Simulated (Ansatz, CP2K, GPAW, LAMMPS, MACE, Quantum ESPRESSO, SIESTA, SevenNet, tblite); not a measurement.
**Running liquid (Rb,Li,Na)Br at 1000 K (90 atoms) with GPAW**

Wanted: GPAW inputs and outputs for liquid (Rb,Li,Na)Br at 1000 K (90 atoms), checked against a plane-wave reference.

Program: GPAW 26.7.0. Level of theory: the method is named at each step. Results are calculated unless marked as measured.

## 1. Set-up

The cell holds 90 atoms: 12 Rb, 10 Li, 23 Na and 45 Br. Cell: a = 14.887 Å, b = 14.887 Å, c = 14.887 Å, α = 90.0°, β = 90.0°, γ = 90.0°. 90 atoms (12 Rb, 10 Li, 23 Na, 45 Br) placed at random at 2.63 g/cm³, melted at 1800 K for 10 ps at fixed volume with the Lennard-Jones and Coulomb ion parameters for SPC/E (Joung and Cheatham, J. Phys. Chem. B 112, 9020 (2008)), full charges. Snapshot at the end of a hold of 20 ps at 1000 K and fixed volume.

The yardstick, on the same geometry:

* method: Kohn-Sham DFT, PBE, PAW, plane waves (Ansatz 0.2.0); cutoff 420 eV, Γ point, fermi-dirac smearing of 0.05 eV; PAW set soft_2
* r.m.s. force component: 0.2726 eV/Å
* longest force: 1.016 eV/Å
* pressure: -0.1747 GPa
* gap (highest filled to lowest empty level): 2.943 eV
* SCF cycles: 7
* time: 20 s on 8 threads of Arm Neoverse V2, shared host
* CPU time: 2.5 min

## 2. PBE, LCAO dzp, h 0.2 Å

Method: Kohn-Sham DFT, PBE, PAW, atomic orbitals (dzp).

run.py reads:

```python
import numpy as np
from ase.io import read
from gpaw import GPAW, FermiDirac

atoms = read("structure.xyz")
atoms.calc = GPAW(
    mode="lcao",
    basis="dzp",
    h=0.2,
    xc="PBE",
    kpts={"size": (1, 1, 1), "gamma": True},
    occupations=FermiDirac(0.05),
    maxiter=200,
    symmetry={"point_group": False},
    txt="gpaw.txt",
)
energy = atoms.get_potential_energy(force_consistent=True)
forces = atoms.get_forces()
print(f"energy {energy:.6f} eV")
print("forces (eV/A)")
for i, (a, f) in enumerate(zip(atoms, forces)):
    print(f"{i:4d} {a.symbol:2s} {f[0]:10.5f} {f[1]:10.5f} {f[2]:10.5f}")
print(f"Fermi level {atoms.calc.get_fermi_level():.4f} eV")
for k in range(len(atoms.calc.get_ibz_k_points())):
    for s in range(atoms.calc.get_number_of_spins()):
        e = atoms.calc.get_eigenvalues(kpt=k, spin=s)
        n = np.searchsorted(e, atoms.calc.get_fermi_level())
        print(f"k {k} spin {s} levels about the Fermi level:", np.round(e[max(n - 6, 0):n], 4).tolist(), "|", np.round(e[n:n + 6], 4).tolist())
```

structure.xyz reads:

```xyz
90
Lattice="14.88690 0.00000 0.00000 0.00000 14.88690 0.00000 0.00000 0.00000 14.88690" Properties=species:S:1:pos:R:3 pbc="T T T"
Rb 0.71919 7.08572 13.99622
Rb 5.24302 8.39696 14.58484
Rb 8.35006 12.31936 10.88634
Rb 10.89900 5.05380 8.93601
Rb 11.46946 9.39378 14.61000
Rb 4.56983 5.39338 10.61719
Rb 4.53827 0.09736 4.42215
Rb 11.96103 4.66913 0.14306
Rb 6.75180 5.58125 6.03634
Rb 0.75253 5.35646 3.32990
Rb 4.07142 0.88116 13.70875
Rb 4.06264 4.16669 1.75025
Li 9.38396 9.65252 7.14601
Li 3.63523 14.83569 9.20561
Li 7.87815 1.90329 8.14864
Li 2.04308 10.52444 11.91637
Li 14.53185 1.65334 14.66092
Li 1.49405 3.93610 12.13014
Li 0.01489 0.37187 3.17210
Li 11.93155 10.83707 8.01273
Li 7.99412 11.25822 3.83174
Li 14.75872 8.41929 6.27304
Na 2.93421 7.61063 8.50742
Na 14.82854 10.26913 2.57052
Na 8.10473 1.91282 3.71488
Na 11.65882 14.56058 7.76724
Na 4.07693 9.31190 4.15062
Na 0.61126 12.58107 6.19578
Na 2.25537 11.99839 0.62168
Na 1.57235 2.58541 6.43933
Na 14.44163 10.25931 10.53457
Na 14.61477 5.07003 8.59063
Na 10.86595 6.30788 4.38747
Na 4.37332 10.65113 8.70854
Na 7.90926 8.07093 2.36925
Na 13.37692 12.77207 13.68880
Na 9.75092 1.94989 12.10752
Na 8.11798 4.12382 14.61760
Na 7.63891 14.26686 6.20441
Na 7.22149 13.15898 0.69209
Na 12.63853 2.38339 5.24242
Na 11.41915 11.99318 4.26063
Na 8.37865 7.52086 11.20269
Na 0.19502 14.86263 9.90157
Na 11.01899 14.67699 0.74047
Br 9.35627 1.61984 0.08545
Br 2.61369 2.03593 10.97016
Br 1.99127 11.87245 9.83563
Br 1.01826 14.62042 14.64603
Br 4.01797 11.38788 13.42128
Br 2.37535 5.03445 7.23384
Br 13.39523 5.03862 5.88717
Br 9.93433 9.66502 3.49291
Br 9.95874 12.53120 6.71622
Br 8.49714 8.01273 14.17456
Br 9.07892 0.71159 9.86987
[... 30 atom lines left out ...]
Br 7.28848 4.50016 9.21261
Br 1.82513 2.35139 3.46716
Br 14.28785 5.31939 11.79921
Br 13.31261 10.51417 5.95759
```

The run is started by

```bash
> OMP_NUM_THREADS=1 python run.py > output.txt
```

Output:

```text
energy -255.963724 eV
forces (eV/A)
   0 Rb    0.16106    0.52595    0.39896
   1 Rb   -0.32347    0.01006   -0.21179
   2 Rb   -0.51045    0.56530   -0.29121
   3 Rb   -0.03450   -0.33232    0.04051
   4 Rb   -0.25848    0.22654    0.04988
   5 Rb    0.00425   -0.47068    0.10743
   6 Rb   -0.79985   -0.56723   -0.32538
   7 Rb    0.07252   -0.29307    0.07614
   8 Rb    0.48104   -0.01015    0.99178
   9 Rb   -0.26504    0.40478    0.02218
  10 Rb   -0.24409   -0.08395   -0.35882
  11 Rb    0.44571   -0.30944   -0.02170
  12 Li   -0.63027    0.21157   -0.10058
  13 Li    0.29977   -0.16246   -0.06928
  14 Li   -0.00263    0.74900    0.05841
  15 Li    0.81335    0.09285    0.26862
  16 Li   -0.17146    0.11362    0.21855
  17 Li   -0.53654   -0.18347    0.32130
  18 Li    0.44798   -0.27463   -0.03611
  19 Li   -0.22307    0.11596    0.12809
  20 Li   -0.26963   -0.39894    0.10880
  21 Li   -0.26430    0.21386    0.46042
  22 Na   -0.34204    0.13129   -0.09278
  23 Na   -0.31456    0.12070    0.10421
[...]
82 Br    0.55918   -0.04588    0.49591
  83 Br    0.61850   -0.72057   -0.34726
  84 Br   -0.30874   -0.04575    0.25603
  85 Br   -0.40224    0.41154   -0.19727
  86 Br    0.49752   -0.38557   -0.23555
  87 Br    0.06816   -0.31109    0.55957
  88 Br   -0.00951   -0.50210   -0.63525
  89 Br    0.21012   -0.18307   -0.41035
Fermi level 0.8398 eV
k 0 spin 0 levels about the Fermi level: [-0.7365, -0.7104, -0.6692, -0.5682, -0.4276, -0.3759] | [2.4193, 3.3913, 3.5079, 3.5737, 3.6534, 3.6864]
```

gpaw.txt:

```text
Input parameters:
  mode=LCAO(),
  basis={'default': 'dzp'},
  h=0.2,
  kpts=MonkhorstPack(size=(1, 1, 1), gamma=True),
  maxiter=200,
  occupations=Occupations(name='fermi-dirac', width=0.05, fixmagmom=False),
  symmetry=Symmetry(point_group=False),
  xc=XC(name='PBE')
Unit cell  # Å
| periodic |         x |         y |         z |   lengths |    angles |
|----------|-----------|-----------|-----------|-----------|-----------|
|      yes | 14.886900 |  0.000000 |  0.000000 | 14.886900 | 90.000000 |
|      yes |  0.000000 | 14.886900 |  0.000000 | 14.886900 | 90.000000 |
|      yes |  0.000000 |  0.000000 | 14.886900 | 14.886900 | 90.000000 |
Number of symmetries: 1
Symmetry operations  # r_c * U_cc + t_c -> r_c
|   | kind |            matrix            |
|---|------|------------------------------|
| 0 |  E   |  1, 0, 0,  0, 1, 0,  0, 0, 1 |
BZ-sampling:
  Number of BZ points: 1
  Number of IBZ points: 1
  Monkhorst-Pack size: [1, 1, 1]
  Monkhorst-Pack shift: [0, 0, 0]
[... lines left out ...]
      Number of RI-basis functions 0
Reference energy: -4267497.296541  # eV
eigensolver:
density mixing:
  MSR1-Mixer
occupation numbers:
  Fermi-Dirac:
    width: 0.0500  # eV
FastPoissonSolver using
    Stencil: 6*3+1=19 point O(h^6) finite-difference Laplacian
xc functional:
  name: PBE with 2 nearest neighbor stencil
interpolation: tri-quintic # 5. degree polynomial
Initialization done in: 15.445 s
convergence criteria:
- Maximum [total energy] change in last 3 cyles: 0.0005 eV / valence electron
- Maximum integral of absolute [dens]ity change: 0.0001 electrons / valence electron
- Maximum integral of absolute [eigenst]ate change: 4e-08 eV^2 / valence electron
maximum number of iterations: 200
SCF iterations
|iter     |      energy | eigst |  dens |
|---------|-------------|-------|-------|
|iter:   1| -258.485106 |      c|       |
|iter:   2| -257.900710 |      c| -1.34 |
|iter:   3| -255.808733 |      c| -1.36 |
|iter:   4| -255.952630 |      c| -1.88 |
|iter:   5| -255.963697c|      c| -2.46 |
|iter:   6| -255.963708c|      c| -3.34 |
|iter:   7| -255.963720c|      c| -3.85 |
|iter:   8| -255.963724c|      c| -4.28c|
Converged in 8 steps
SCF loop duration: 220.916 s (27.615 s/step)
Energy contributions relative to reference atoms: (reference = -4267497.296541)
Energy contributions:
  Kinetic:         513.352018
  Coulomb:        -495.917080
  Zero:              0.935196
  External:          0.000000
  Xc:             -274.333859
  Entropy:          -0.000000
  Spinorbit:         0.000000
  ----------------------------
  Free energy:    -255.963724
  Extrapolated:   -255.963724
dipole moment: (86.247516, 71.258637, 107.126088)  # |e|*Ang
Fermi level: 0.840
Eigenvalues  # (at kpt = [0.000, 0.000, 0.000])
| band index |      eig [eV] | occ [0-2] |
|------------|---------------|-----------|
|          0 |       -26.902 |     2.000 |
|        ... |               |           |
|        289 |        -0.799 |     2.000 |
|        290 |        -0.782 |     2.000 |
[...]
|        304 |         4.153 |     0.000 |
|        ... |               |           |
|        360 |         6.621 |     0.000 |
Gap: 2.795 eV
Transition (v -> c):
  (s=0, k=0, n=296, [0.00, 0.00, 0.00]) -> (s=0, k=0, n=297, [0.00, 0.00, 0.00])
No difference between direct/indirect transitions
Force computation time: 69.746  # s
timing:  # [seconds]
  Total:  306.138  # ━━━━━━━━━━━━━━━━━━━━━━━━━━━━━━━━━━━━━━━━━━━━━━━━━━━━━━━━
  Init:    15.445  # ━━━
  SCF:    220.916  # ━━━━━━━━━━━━━━━━━━━━━━━━━━━━━━━━━━━━━━━━╸
  Forces:  69.746  # ━━━━━━━━━━━━━
```

It took 5.1 min on 1 thread of Arm Neoverse V2, shared host; peak memory 3.2 GiB.

Banners, paths, timers and routine set-up lines are dropped from the logs unmarked, and long logs keep their key lines alone; longer cuts are marked.

Against the reference:

```
r.m.s. force component                           : 0.313 eV/Å
r.m.s. difference of force components            : 52.61 meV/Å
longest difference of force vectors              : 232.2 meV/Å
force difference over r.m.s. force               : 19.3 %
slope of forces against the reference's          : 1.141
correlation of force components                  : 0.9933
gap (highest filled to lowest empty level) : 2.795 eV
gap difference                                   : -0.1475 eV
```

Length of the force difference by element (eV/Å):

```csv
element,atoms,mean,most
Br,45,0.080,0.23
Li,10,0.085,0.12
Na,23,0.043,0.092
Rb,12,0.13,0.19
```

Levels nearest the highest filled one (eV from it): -0.36, -0.33, -0.29, -0.19, -0.05, 0.00, 2.80, 3.77, 3.88, 3.95, 4.03, 4.06.

The surroundings of Li13, one of the 10 Li atoms, nearest first, numbered as they follow in the input and with coordinates relative to it.

```csv
atom,x,y,z,distance (Å),Fx,Fy,Fz (eV/Å)
Li13,0.00,0.00,0.00,0.00,-0.63,0.21,-0.10
Br57,0.82,-2.24,-0.39,2.42,-0.11,-0.16,0.05
Br84,0.50,0.28,2.58,2.64,0.62,-0.72,-0.35
Br78,-2.30,0.27,-1.33,2.68,-0.38,0.08,0.14
Li20,2.55,1.18,0.87,2.94,-0.22,0.12,0.13
Br54,0.57,2.88,-0.43,2.97,0.11,-0.39,0.15
Br53,0.55,0.01,-3.65,3.69,0.15,-0.02,-0.27
Li21,-1.39,1.61,-3.31,3.94,-0.27,-0.40,0.11
Br90,3.93,0.86,-1.19,4.19,0.21,-0.18,-0.41
Na42,2.04,2.34,-2.89,4.24,0.20,0.14,-0.03
```

Atoms are counted from 1 here, from 0 in the log.

Forces lie 19 % from the reference's, at 2.0 times its CPU time (on 1 against 8 cores).

## 3. PBE, LCAO szp(dzp), h 0.2 Å

Method: Kohn-Sham DFT, PBE, PAW, atomic orbitals (szp(dzp)).

run.py: that of step 2 with these lines changed.

```diff
@@ -7,3 +7,3 @@
     mode="lcao",
-    basis="dzp",
+    basis="szp(dzp)",
     h=0.2,
```

structure.xyz is that of step 2.

Output:

```text
energy -247.189524 eV
forces (eV/A)
   0 Rb    0.16348    0.56579    0.39030
   1 Rb   -0.31508    0.00190   -0.22727
   2 Rb   -0.55665    0.58318   -0.28317
   3 Rb   -0.03573   -0.34244    0.04409
   4 Rb   -0.29178    0.23330    0.03108
   5 Rb   -0.02229   -0.46002    0.13799
   6 Rb   -0.83361   -0.60208   -0.32804
   7 Rb    0.07430   -0.30020    0.10916
   8 Rb    0.50986   -0.01407    1.03238
   9 Rb   -0.27272    0.45065    0.02318
  10 Rb   -0.24179   -0.08505   -0.37585
  11 Rb    0.49288   -0.32697   -0.02743
[...]
85 Br   -0.39512    0.44348   -0.21019
  86 Br    0.54252   -0.43785   -0.26640
  87 Br    0.05952   -0.33690    0.62136
  88 Br    0.02121   -0.54307   -0.67760
  89 Br    0.21862   -0.21070   -0.42643
Fermi level 1.0657 eV
k 0 spin 0 levels about the Fermi level: [-0.4921, -0.482, -0.4235, -0.3231, -0.2006, -0.1319] | [2.4665, 3.495, 3.5765, 3.65, 3.7378, 3.7728]
```

gpaw.txt:

```text
Input parameters:
  mode=LCAO(),
  basis={'default': 'szp(dzp)'},
  h=0.2,
  kpts=MonkhorstPack(size=(1, 1, 1), gamma=True),
  maxiter=200,
  occupations=Occupations(name='fermi-dirac', width=0.05, fixmagmom=False),
  symmetry=Symmetry(point_group=False),
  xc=XC(name='PBE')
[... lines left out ...]
  Fermi-Dirac:
[... lines left out ...]
convergence criteria:
- Maximum [total energy] change in last 3 cyles: 0.0005 eV / valence electron
[... lines left out ...]
Converged in 8 steps
[... lines left out ...]
  Free energy:    -247.189524
[... lines left out ...]
Fermi level: 1.066
[... lines left out ...]
|          0 |       -27.102 |     2.000 |
|        ... |               |           |
|        289 |        -0.576 |     2.000 |
|        290 |        -0.554 |     2.000 |
[...]
|        304 |         4.242 |     0.000 |
|        ... |               |           |
|        360 |         6.988 |     0.000 |
Gap: 2.598 eV
Transition (v -> c):
  (s=0, k=0, n=296, [0.00, 0.00, 0.00]) -> (s=0, k=0, n=297, [0.00, 0.00, 0.00])
No difference between direct/indirect transitions
Force computation time: 45.926  # s
timing:  # [seconds]
  Total:  212.121  # ━━━━━━━━━━━━━━━━━━━━━━━━━━━━━━━━━━━━━━━━━━━━━━━━━━━━━━━━
  Init:    13.592  # ━━━╸
  SCF:    152.568  # ━━━━━━━━━━━━━━━━━━━━━━━━━━━━━━━━━━━━━━━━╸
  Forces:  45.926  # ━━━━━━━━━━━━
```

Run time: 3.6 min. Hardware: 1 thread; peak memory 3 GiB.

Against the reference:

```yaml
r_m_s_force_component: 0.3254 eV/Å
r_m_s_difference_of_force_components: 65.87 meV/Å
longest_difference_of_force_vectors: 294.3 meV/Å
force_difference_over_r_m_s_force: 24.16 %
slope_of_forces_against_the_reference_s: 1.183
correlation_of_force_components: 0.9913
spacing_of_highest_filled_and_lowest_empty_level: 2.598 eV
gap_difference: -0.3443 eV
```

This is a coarse setting, run to see what it loses.

Against the first run (19 %), the force difference from the reference is 24 %, at 0.69 times the CPU time, with 807 basis functions against 1254: the smaller basis costs accuracy.

## 4. PBE, LCAO dzp, h 0.28 Å

Method: Kohn-Sham DFT, PBE, PAW, atomic orbitals (dzp).

run.py: that of step 3 with these lines changed.

```diff
@@ -7,4 +7,4 @@
     mode="lcao",
-    basis="szp(dzp)",
-    h=0.2,
+    basis="dzp",
+    h=0.28,
     xc="PBE",
```

structure.xyz is that of step 3.

Output:

```text
energy -252.643214 eV
forces (eV/A)
   0 Rb    0.16920    0.52896    0.41151
   1 Rb   -0.32284    0.01040   -0.20931
   2 Rb   -0.49022    0.57065   -0.29543
   3 Rb   -0.03536   -0.34800    0.04590
   4 Rb   -0.26024    0.20724    0.04459
   5 Rb   -0.00574   -0.49638    0.11357
   6 Rb   -0.80898   -0.57529   -0.33011
   7 Rb    0.06504   -0.29197    0.07933
   8 Rb    0.48103   -0.01235    0.99942
   9 Rb   -0.27918    0.39927    0.01041
  10 Rb   -0.23232   -0.08724   -0.35257
  11 Rb    0.46632   -0.31103   -0.01543
[...]
85 Br   -0.37866    0.42846   -0.19571
  86 Br    0.50019   -0.39739   -0.22236
  87 Br    0.07639   -0.31128    0.56633
  88 Br   -0.00736   -0.51093   -0.62389
  89 Br    0.20609   -0.18445   -0.43089
Fermi level 0.8411 eV
k 0 spin 0 levels about the Fermi level: [-0.7358, -0.7095, -0.6683, -0.5677, -0.4266, -0.3748] | [2.4174, 3.3892, 3.5066, 3.5721, 3.6519, 3.6846]
```

gpaw.txt:

```text
Input parameters:
  mode=LCAO(),
  basis={'default': 'dzp'},
  h=0.28,
  kpts=MonkhorstPack(size=(1, 1, 1), gamma=True),
  maxiter=200,
  occupations=Occupations(name='fermi-dirac', width=0.05, fixmagmom=False),
  symmetry=Symmetry(point_group=False),
  xc=XC(name='PBE')
[... lines left out ...]
  Fermi-Dirac:
[... lines left out ...]
convergence criteria:
- Maximum [total energy] change in last 3 cyles: 0.0005 eV / valence electron
[... lines left out ...]
Converged in 8 steps
[... lines left out ...]
  Free energy:    -252.643214
[... lines left out ...]
Fermi level: 0.841
[... lines left out ...]
|          0 |       -26.906 |     2.000 |
|        ... |               |           |
|        289 |        -0.798 |     2.000 |
|        290 |        -0.781 |     2.000 |
[...]
|        304 |         4.152 |     0.000 |
|        ... |               |           |
|        360 |         6.619 |     0.000 |
Gap: 2.792 eV
Transition (v -> c):
  (s=0, k=0, n=296, [0.00, 0.00, 0.00]) -> (s=0, k=0, n=297, [0.00, 0.00, 0.00])
No difference between direct/indirect transitions
Force computation time: 25.614  # s
timing:  # [seconds]
  Total:  119.862  # ━━━━━━━━━━━━━━━━━━━━━━━━━━━━━━━━━━━━━━━━━━━━━━━━━━━━━━━━
  Init:     9.480  # ━━━━╸
  SCF:     84.735  # ━━━━━━━━━━━━━━━━━━━━━━━━━━━━━━━━━━━━━━━╸
  Forces:  25.616  # ━━━━━━━━━━━━
```

It took 2 min on 1 thread; peak memory 1.2 GiB.

Against the reference:

```
r.m.s. force component                           : 0.3137 eV/Å
r.m.s. difference of force components            : 54 meV/Å
longest difference of force vectors              : 244 meV/Å
force difference over r.m.s. force               : 19.81 %
slope of forces against the reference's          : 1.143
correlation of force components                  : 0.9928
gap (highest filled to lowest empty level) : 2.792 eV
gap difference                                   : -0.1505 eV
energy less the same-level run's                 : 36.89 meV/atom
r.m.s. force difference from the same-level run  : 9.457 meV/Å
```

This is a coarse setting, run to see what it loses.

Against the first run (19 %), the force difference from the reference is 20 %, at 0.39 times the CPU time: the change moves forces by 9.5 meV/Å r.m.s., so most of the difference comes from elsewhere.

(Part 1 of 2 ends here.)

[Also dropped from logs without a mark: logging warnings of Python, and SIESTA's first energy breakdown and zero terms.]

[Logs are printed without paths, hosts, clocks, repeated set-up lines and the standing remarks that a program may print on its own settings, such as how far it seeks lower states.]

[Hosts, paths, dates, database ids (printed as entryN), source tags and the programs' standing remarks are cut or masked in the printed files.]
